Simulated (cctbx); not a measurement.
# Y3Be with cctbx, script by script

Library: cctbx 2025.11. The data are simulated by the first script.

## 1. Simulate the data

run.py:

```python
from cctbx import adptbx, crystal, miller, sgtbx, xray
from cctbx.array_family import flex
from iotbx.shelx import hklf
from scitbx import matrix
import scitbx.random

cs = crystal.symmetry(unit_cell=(7.103, 9.512, 6.479, 90, 90, 90), space_group_symbol='Hall: -P 2ac 2n')  # Pnma
atoms = [  # label, site, U (iso, or U11 U22 U33 U12 U13 U23 in A^2), occupancy
    ("Y1", (0.9512, 0.75, 0.3582), 0.0034, 1),
    ("Y2", (0.1658, 0.0719, 0.1725), 0.0043, 1),
    ("Be1", (0.6167, 0.75, 0.5484), 0.0059, 1),
]
xs = xray.structure(crystal_symmetry=cs)
for label, site, u, occ in atoms:
    u = adptbx.u_cif_as_u_star(cs.unit_cell(), u) if isinstance(u, tuple) else u
    xs.add_scatterer(xray.scatterer(label, site=site, u=u, occupancy=occ))
xs.set_inelastic_form_factors(1.3414, "sasaki")
xs.show_summary()
p1 = xs.expand_to_p1()
ms = miller.build_set(p1, anomalous_flag=True, d_min=0.8)
flex.set_random_seed(209349)
scitbx.random.set_random_seed(209349)
ms = ms.select(flex.random_double(ms.size()) < 0.7)
i = ms.structure_factors_from_scatterers(p1, algorithm="direct").f_calc().as_intensity_array().data()
i = i / flex.sqrt(1 + 0.1 * i / flex.max(i))  # extinction
i = i * 20000 / flex.max(i)
sig = flex.sqrt(i + flex.pow2(0.015 * i) + 8 ** 2)
noise = scitbx.random.variate(scitbx.random.normal_distribution())(i.size())
data = ms.array(data=i + sig * noise, sigmas=sig).set_observation_type_xray_intensity()
with open("data.hkl", "w") as f:
    data.export_as_shelx_hklf(f)
print("reflections written:", data.size(), " <I/sigma> = %.1f" % flex.mean(data.data() / data.sigmas()))
for h, a, b in list(data.sort("data"))[:12]:
    print("%4d%4d%4d %9.1f %7.1f" % (h + (a, b)))
```

```console
$ python run.py
```

```text
Number of scatterers: 3
At special positions: 2
Unit cell: (7.103, 9.512, 6.479, 90, 90, 90)
Space group: P n m a (No. 62)
reflections written: 2493  <I/sigma> = 19.5
   0   3   1   20615.9   331.8
   0  -3  -1   20068.0   331.8
   0  -6   0   17252.0   289.5
   0   6   0   17014.8   289.5
   4   3   0   13940.0   237.5
   4  -3   0   13845.0   237.5
  -4  -3   0   13801.5   237.5
  -4   3   0   13612.7   237.5
   3   0  -3   13135.4   228.8
   3   0   3   13011.3   228.8
  -3   0   3   12820.5   228.8
  -4   0   1   11776.2   202.7
```

Run time: 0.25 s on 1 thread of Arm Neoverse V2 (shared host), peak memory 0.07 GiB.

## 2. Symmetry

run.py:

```python
from cctbx import crystal, sgtbx, statistics
from cctbx.array_family import flex
from iotbx.shelx import hklf

p1 = crystal.symmetry(unit_cell=(7.103, 9.512, 6.479, 90, 90, 90), space_group_symbol="P 1")
raw = hklf.reader(file_name="data.hkl").as_miller_arrays(crystal_symmetry=p1, anomalous=True)[0]
print(raw.size(), "reflections to d = %.3f A" % raw.d_min())
isig = raw.data() / raw.sigmas()
print("centring   violations  <I/sigma> of those")
best = "P"
for c in "ABCIRF":
    a = raw.customized_copy(space_group_info=sgtbx.space_group_info("Hall: %s 1" % c)).sys_absent_flags().data()
    m = flex.mean(isig.select(a))
    print("%5s %10d of %5d %8.1f" % (c, (isig.select(a) > 4).count(True), a.count(True), m))
    if (isig.select(a) > 4).count(True) < 0.01 * a.count(True):
        best = c
raw = raw.select(~raw.customized_copy(space_group_info=sgtbx.space_group_info("Hall: %s 1" % best)).sys_absent_flags().data())
isig = raw.data() / raw.sigmas()
rows = []
for s in sgtbx.space_group_symbol_iterator():
    g = sgtbx.space_group(s)
    if g.conventional_centring_type_symbol() != best or not g.is_compatible_unit_cell(p1.unit_cell(), 1e-3, 0.02):
        continue
    rows.append((s, g))
print("Laue class    unique    Rint  (classes that these axes allow; Friedel mates merged)")
rint = {}
for s, g in rows:
    laue = g.build_derived_patterson_group()
    key = laue.type().hall_symbol()
    if key not in rint:
        m = raw.customized_copy(space_group_info=laue.info(), anomalous_flag=False).merge_equivalents()
        rint[key] = m.r_int()
        print("%-14s %6d %7.3f" % (laue.type().lookup_symbol(), m.array().size(), m.r_int()))
floor = min(rint.values())
good = [(s, g) for s, g in rows if rint[g.build_derived_patterson_group().type().hall_symbol()] < 2 * floor + 0.03]
top = max(g.build_derived_patterson_group().order_z() for s, g in good)
print("space group    extra absences  I>4sigma  <I/sigma>")
for s, g in good:
    laue = g.build_derived_patterson_group()
    if laue.order_z() != top:
        continue
    a = raw.customized_copy(space_group_info=g.info()).sys_absent_flags().data()
    a &= ~raw.customized_copy(space_group_info=laue.info()).sys_absent_flags().data()
    bad = (isig.select(a) > 4).count(True)
    if bad <= 0.03 * a.count(True):
        print("%-16s %8d %10d %9s  %s" % (s.universal_hermann_mauguin(), a.count(True), bad, "%.1f" % flex.mean(isig.select(a)) if a.count(True) else "-", "centric" if g.is_centric() else "acentric"))
laue = max(good, key=lambda t: t[1].build_derived_patterson_group().order_z())[1].build_derived_patterson_group()
f = raw.customized_copy(space_group_info=laue.info(), anomalous_flag=False).merge_equivalents().array().eliminate_sys_absent().f_sq_as_f()
f.set_observation_type_xray_amplitude()
bins = max(3, min(8, f.size() // 12))
f.setup_binner(n_bins=bins)
w = statistics.wilson_plot(f, {e: n / laue.order_z() for e, n in {'Y': 12.0, 'Be': 4.0}.items()}, e_statistics=True)
print("Wilson B = %.2f A^2   <|E^2-1|> = %.3f (0.968 centric, 0.736 acentric)   E^2>4: %.1f %%" % (w.wilson_b, w.mean_e_sq_minus_1, w.percent_e_sq_gt_2))
print("shell (A)         n   <I/sigma>")
m = raw.customized_copy(space_group_info=laue.info(), anomalous_flag=False).merge_equivalents().array().eliminate_sys_absent()
for b in m.setup_binner(n_bins=bins).range_used():
    sel = m.binner().selection(b)
    print("%5.2f - %4.2f %6d %8.1f" % (min(m.binner().bin_d_range(b)[0] if m.binner().bin_d_range(b)[0] > 0 else 99, 99), m.binner().bin_d_range(b)[1], sel.count(True), flex.mean((m.data() / m.sigmas()).select(sel))))
```

```console
$ python run.py
```

```text
2493 reflections to d = 0.802 A
centring   violations  <I/sigma> of those
    A        948 of  1259     19.2
    B        956 of  1249     19.0
    C        968 of  1236     19.5
    I        951 of  1244     19.7
    R       1287 of  1642     19.7
    F       1436 of  1872     19.3
Laue class    unique    Rint  (classes that these axes allow; Friedel mates merged)
P -1             1611   0.016
P 1 2/m 1         923   0.019
P 1 1 2/m         940   0.020
P 2/m 1 1         943   0.019
P m m m           547   0.021
space group    extra absences  I>4sigma  <I/sigma>
P 2 2 2                 0          0         -  acentric
P 2 2 21                5          0      -0.3  acentric
P 21 2 2                7          0      -0.6  acentric
P 2 21 2                5          0       0.4  acentric
P 21 21 2              12          0      -0.2  acentric
P 2 21 21              10          0       0.0  acentric
P 21 2 21              12          0      -0.5  acentric
P 21 21 21             17          0      -0.2  acentric
P m m 2                 0          0         -  acentric
P 2 m m                 0          0         -  acentric
P m 2 m                 0          0         -  acentric
P 21 m a              111          0      -0.1  acentric
P m 2 a               111          0      -0.1  acentric
P n m 21              109          0      -0.0  acentric
P n 21 m              109          0      -0.0  acentric
P n 21 a              220          0      -0.1  acentric
P m m m                 0          0         -  centric
P m m a               111          0      -0.1  centric
P n m m :1            109          0      -0.0  centric
P n m m :2            109          0      -0.0  centric
P n m a               220          0      -0.1  centric
Wilson B = 0.22 A^2   <|E^2-1|> = 0.873 (0.968 centric, 0.736 acentric)   E^2>4: 3.1 %
shell (A)         n   <I/sigma>
 9.51 - 1.60     81     36.6
 1.60 - 1.27     75     37.6
 1.27 - 1.11     70     46.6
 1.11 - 1.01     65     36.3
 1.01 - 0.94     70     28.7
 0.94 - 0.88     62     36.8
 0.88 - 0.84     67     36.4
 0.84 - 0.80     57     36.3
```

Time: 0.35 s.

## 3. Charge flipping

run.py:

```python
import itertools
from cctbx import crystal, maptbx
from cctbx.array_family import flex
from iotbx.shelx import hklf
from smtbx.ab_initio import charge_flipping as cf

cs = crystal.symmetry(unit_cell=(7.103, 9.512, 6.479, 90, 90, 90), space_group_symbol='Hall: -P 2ac 2n')  # Pnma
raw = hklf.reader(file_name="data.hkl").as_miller_arrays(crystal_symmetry=cs, anomalous=True)[0]
merged = raw.eliminate_sys_absent().merge_equivalents()
fo2 = merged.array().set_observation_type_xray_intensity()
f = fo2.average_bijvoet_mates().f_sq_as_f().resolution_filter(d_min=0.8)
p1 = f.expand_to_p1()
p1.setup_binner_counting_sorted(reflections_per_bin=max(40, p1.size() // 12))
work = p1.array(data=p1.data() / p1.amplitude_quasi_normalisations().data())
flex.set_random_seed(24166)
it = cf.weak_reflection_improved_iterator(delta=None, weak_reflection_fraction=0.2)
it.start(work, phases=flex.random_double(p1.size()) * 6.2832, f_000=0)
it.delta = 1.2 * it.rho_map.sigma()
print("cycle      R  skewness")
for n, st in enumerate(itertools.islice(it, 300)):
    if n % 25 == 0:
        print("%5d %6.3f %8.2f" % (n, st.r1_factor(), st.rho_map.skewness()))
rho = p1.phase_transfer(it.f_calc).fft_map().apply_volume_scaling()
polish = cf.low_density_elimination_iterator(constant_rho_c=rho.sigma())
polish.start(f_obs=p1, phases=it.f_calc, f_000=0)
for _ in range(8):
    next(polish)
print("origin shift          correlation  skewness")
maps = []
for fc, shift, cc in itertools.islice(cf.f_calc_symmetrisations(f, polish.f_calc, 0), 4):
    m = f.phase_transfer(fc).fft_map(symmetry_flags=maptbx.use_space_group_symmetry, resolution_factor=0.25).apply_sigma_scaling()
    maps.append((m.skewness(), cc, m))
    print("%6.3f %6.3f %6.3f %10.3f %9.2f" % (tuple(shift) + (cc, m.skewness())))
skew, cc, m = max((t for t in maps if t[1] > maps[0][1] - 0.04), key=lambda t: t[0])
print("taken: symmetry correlation %.3f, skewness %.2f" % (cc, skew))
peaks = m.peak_search(parameters=maptbx.peak_search_parameters(min_distance_sym_equiv=0.9, max_clusters=8)).all()
sps = cs.special_position_settings(min_distance_sym_equiv=0.5)
print("peak      x       y       z  mult  height/sigma")
for k, (x, h) in enumerate(zip(peaks.sites(), peaks.heights())):
    ss = sps.site_symmetry(x)
    print("Q%-3d %7.4f %7.4f %7.4f %4d %8.1f" % ((k + 1,) + tuple(t % 1 for t in ss.exact_site()) + (ss.multiplicity(), h)))
```

```console
$ python run.py
```

```text
cycle      R  skewness
    0  0.579     0.35
   25  0.483     3.24
   50  0.464     3.25
   75  0.461     2.96
  100  0.466     2.79
  125  0.471     3.08
  150  0.469     2.93
  175  0.467     2.90
  200  0.470     2.89
  225  0.479     3.05
  250  0.462     2.92
  275  0.477     2.81
origin shift          correlation  skewness
 0.362  0.196  0.185      0.763      1.08
 0.364  0.118  0.192      0.758      1.02
 0.040  0.201  0.186      0.766      0.91
 0.362  0.033  0.185      0.746      1.01
taken: symmetry correlation 0.763, skewness 1.08
peak      x       y       z  mult  height/sigma
Q1    0.1757  0.5656  0.3476    8      6.3
Q2    0.1713  0.1415  0.8308    8      6.1
Q3    0.0186  0.1040  0.8435    8      5.4
Q4    0.0945  0.7500  0.0363    4      4.9
Q5    0.1646  0.5702  0.9668    8      4.5
Q6    0.0879  0.7500  0.6541    4      4.0
Q7    0.1566  0.0084  0.8126    8      3.9
Q8    0.0360  0.1844  0.3174    8      3.8
```

Time: 0.4 s.

## 4. Charge flipping

run.py, as its changes from the last script of this kind:

```diff
@@ -13,3 +13,2 @@
-p1.setup_binner_counting_sorted(reflections_per_bin=max(40, p1.size() // 12))
-work = p1.array(data=p1.data() / p1.amplitude_quasi_normalisations().data())
-flex.set_random_seed(24166)
+work = p1
+flex.set_random_seed(24167)
@@ -20,2 +19,2 @@
-for n, st in enumerate(itertools.islice(it, 300)):
-    if n % 25 == 0:
+for n, st in enumerate(itertools.islice(it, 600)):
+    if n % 50 == 0:
```

```console
$ python run.py
```

```text
cycle      R  skewness
    0  0.563     0.33
   50  0.292     4.06
  100  0.280     3.99
  150  0.283     4.04
  200  0.275     3.94
  250  0.280     3.99
  300  0.261     3.89
  350  0.269     3.90
  400  0.269     3.84
  450  0.271     3.93
  500  0.270     3.89
  550  0.270     3.87
origin shift          correlation  skewness
 0.359  0.389  0.473      0.766      0.79
 0.368  0.196  0.478      0.751      0.81
 0.362  0.395  0.177      0.760      1.15
 0.033  0.392  0.473      0.759      0.67
taken: symmetry correlation 0.760, skewness 1.15
peak      x       y       z  mult  height/sigma
Q1    0.1506  0.2500  0.6796    4      8.6
Q2    0.0327  0.2500  0.8232    4      6.1
Q3    0.1532  0.6010  0.6957    8      5.5
Q4    0.2269  0.0483  0.1447    8      4.2
Q5    0.0800  0.2500  0.0660    4      3.7
Q6    0.1362  0.7500  0.1714    4      3.7
Q7    0.1468  0.7500  0.4759    4      3.1
Q8    0.1842  0.7500  0.8571    4      2.8
```

Time: 0.5 s.

## 5. Refinement (model from the peaks)

run.py:

```python
import math
from cctbx import adptbx, crystal, maptbx, sgtbx, xray
from cctbx.array_family import flex
from cctbx.xray import observations
from iotbx.shelx import hklf
from scitbx.lstbx import normal_eqns_solving
from smtbx import absolute_structure, utils
from smtbx.refinement import constraints, least_squares

cs = crystal.symmetry(unit_cell=(7.103, 9.512, 6.479, 90, 90, 90), space_group_symbol='Hall: -P 2ac 2n')  # Pnma
atoms = [  # label, site, U (iso, or U11 U22 U33 U12 U13 U23 in A^2), occupancy
    ("Y1", (0.1506, 0.25, 0.6796), 0.0200, 1),
    ("Y2", (0.1532, 0.601, 0.6957), 0.0200, 1),
]
xs = xray.structure(crystal_symmetry=cs)
for label, site, u, occ in atoms:
    u = adptbx.u_cif_as_u_star(cs.unit_cell(), u) if isinstance(u, tuple) else u
    xs.add_scatterer(xray.scatterer(label, site=site, u=u, occupancy=occ))
xs.set_inelastic_form_factors(1.3414, "sasaki")
raw = hklf.reader(file_name="data.hkl").as_miller_arrays(crystal_symmetry=cs, anomalous=True)[0]
merged = raw.eliminate_sys_absent().merge_equivalents()
fo2 = merged.array().set_observation_type_xray_intensity()
print("Rint %.3f, %d unique reflections to %.2f A" % (merged.r_int(), fo2.size(), fo2.d_min()))
for sc in xs.scatterers():
    sc.flags.set_grad_site(True)
    sc.flags.set_grad_u_aniso(sc.flags.use_u_aniso())
    sc.flags.set_grad_u_iso(sc.flags.use_u_iso())
obs = fo2.as_xray_observations()
extra = {}
rep = constraints.reparametrisation(xs, [], utils.connectivity_table(xs), **extra)
ls = least_squares.crystallographic_ls(obs, rep, weighting_scheme=least_squares.mainstream_shelx_weighting(a=0, b=0))
print("cycle     R1     wR2    GooF  max shift (A)")
for cycle in range(6):
    ls.build_up()
    r1, wr2, goof = ls.r1_factor(cutoff_factor=2)[0], ls.wR2(), ls.goof()
    old = xs.sites_cart()
    normal_eqns_solving.levenberg_marquardt_iterations(ls, n_max_iterations=3, tau=0.0001, step_threshold=1e-7)
    big = flex.max((xs.sites_cart() - old).norms())
    print("%4d %7.4f %7.4f %7.3f %9.5f" % (cycle + 1, r1, wr2, goof, big))
    ls.build_up(objective_only=True)
    if abs(ls.wR2() - wr2) < 5e-5 and big < 5e-4:
        break
ls.build_up()
print("final R1 %.4f wR2 %.4f GooF %.3f  parameters %d  data/parameter %.1f" % (ls.r1_factor(cutoff_factor=2)[0], ls.wR2(), ls.goof(), ls.n_parameters, fo2.size() / ls.n_parameters))
cov = ls.covariance_matrix_and_annotations()
su = dict(zip(cov.annotations, (math.sqrt(max(v, 0)) for v in cov.matrix.matrix_packed_u_diagonal())))
a2 = cs.unit_cell().reciprocal_parameters()[0] ** -2
print("atom        x        y        z      Ueq    occ   su(xyz)  su(Uiso or U11)")
for sc in xs.scatterers():
    s = max(su.get(sc.label + k, 0) for k in (".x", ".y", ".z"))
    npd = "" if sc.is_positive_definite_u(cs.unit_cell()) else "  NPD"
    print("%-5s %8.5f %8.5f %8.5f %8.4f %6.3f %8.5f %7.4f%s" % ((sc.label,) + sc.site + (sc.u_iso_or_equiv(cs.unit_cell()), sc.occupancy, s, su.get(sc.label + ".uiso", su.get(sc.label + ".u11", 0) * a2), npd)))
fo = fo2.f_sq_as_f()
fc = fo.structure_factors_from_scatterers(xs, algorithm="direct").f_calc()
diff = fo.f_obs_minus_f_calc(1 / math.sqrt(ls.scale_factor()), fc).average_bijvoet_mates()
m = diff.fft_map(symmetry_flags=maptbx.use_space_group_symmetry, resolution_factor=0.25).apply_volume_scaling()
print("difference map: max %.2f min %.2f rms %.2f" % (m.statistics().max(), m.statistics().min(), m.statistics().sigma()))
peaks = m.peak_search(parameters=maptbx.peak_search_parameters(min_distance_sym_equiv=0.6, max_clusters=6)).all()
near = xs.closest_distances(peaks.sites(), distance_cutoff=4)
sps = cs.special_position_settings(min_distance_sym_equiv=0.5)
for k, (x, h) in enumerate(zip(peaks.sites(), peaks.heights())):
    ss = sps.site_symmetry(x)
    print("Q%-3d %7.4f %7.4f %7.4f %4d %7.2f  %.2f A from %s" % ((k + 1,) + tuple(t % 1 for t in ss.exact_site()) + (ss.multiplicity(), h, near.smallest_distances[k], xs.scatterers()[near.i_seqs[k]].label)))
```

```console
$ python run.py
```

```text
Rint 0.021, 466 unique reflections to 0.80 A
cycle     R1     wR2    GooF  max shift (A)
   1  0.7278  0.9434  50.300   0.14878
   2  0.6409  0.8962  47.783   0.03378
   3  0.6385  0.8941  47.669   0.01227
   4  0.6387  0.8939  47.661   0.01128
   5  0.6388  0.8938  47.655   0.03752
   6  0.6354  0.8928  47.602   0.04905
final R1 0.6607 wR2 0.9160 GooF 48.839  parameters 7  data/parameter 66.6
atom        x        y        z      Ueq    occ   su(xyz)  su(Uiso or U11)
Y1     0.17150  0.25000  0.68745   0.0222  1.000  0.00738  0.0098
Y2     0.15738  0.61372  0.66940   0.0129  1.000  0.00451  0.0067
difference map: max 152.51 min -59.11 rms 13.55
Q1    0.1731  0.2500  0.6813    4  159.93  0.04 A from Y1
Q2    0.1613  0.6061  0.6597    8  131.24  0.10 A from Y2
Q3    0.0453  0.0695  0.1483    8  122.26  1.91 A from Y2
Q4    0.0551  0.7500  0.1450    4   55.81  1.94 A from Y1
Q5    0.1591  0.7030  0.6771    8   50.62  0.85 A from Y2
Q6    0.2383  0.1182  0.3403    8   40.94  1.33 A from Y2
```

Time: 0.59 s.

Figures of merit this high mean that the model is still wrong or incomplete.

## 6. Refinement (atoms added from the difference map)

run.py, as its changes from the last script of this kind:

```diff
@@ -12,2 +12,3 @@
-    ("Y1", (0.1506, 0.25, 0.6796), 0.0200, 1),
-    ("Y2", (0.1532, 0.601, 0.6957), 0.0200, 1),
+    ("Y1", (0.1715, 0.25, 0.68745), 0.0222, 1),
+    ("Y2", (0.15738, 0.61372, 0.6694), 0.0129, 1),
+    ("Be1", (0.0551, 0.75, 0.145), 0.0200, 1),
@@ -58 +59 @@
-peaks = m.peak_search(parameters=maptbx.peak_search_parameters(min_distance_sym_equiv=0.6, max_clusters=6)).all()
+peaks = m.peak_search(parameters=maptbx.peak_search_parameters(min_distance_sym_equiv=0.6, max_clusters=5)).all()
```

```console
$ python run.py
```

```text
Rint 0.021, 466 unique reflections to 0.80 A
cycle     R1     wR2    GooF  max shift (A)
   1  0.6503  0.9095  48.650   0.71587
   2  0.6255  0.8937  47.803   1.46702
   3  0.6182  0.8903  47.622   0.78226
   4  0.6514  0.9114  48.750   0.27771
   5  0.6202  0.8910  47.660   0.70876
   6  0.6540  0.9133  48.853   0.01048
final R1 0.6213 wR2 0.8908 GooF 47.647  parameters 10  data/parameter 46.6
atom        x        y        z      Ueq    occ   su(xyz)  su(Uiso or U11)
Y1     0.17372  0.25000  0.68913   0.0001  1.000  0.00488  0.0081
Y2     0.16081  0.61252  0.66963   0.0001  1.000  0.00364  0.0070
Be1    0.01184  0.75000  0.15765   0.3436  1.000  1.74506  2.6321
difference map: max 142.82 min -65.31 rms 14.69
Q1    0.1777  0.2500  0.6784    4  151.04  0.07 A from Y1
Q2    0.0453  0.0664  0.1478    8  135.16  1.93 A from Y2
Q3    0.1617  0.6061  0.6576    8  132.85  0.10 A from Y2
Q4    0.1556  0.7000  0.6773    8   58.96  0.83 A from Y2
Q5    0.0567  0.7179  0.1417    8   53.50  0.45 A from Be1
```

It took 0.58 s on 1 thread of Arm Neoverse V2, with other jobs on the host, peak memory 0.09 GiB.

Figures of merit this high mean that the model is still wrong or incomplete.

[Logs are printed without paths, hosts, clocks, repeated set-up lines and the standing remarks that a program may print on its own settings, such as how far it seeks lower states.]
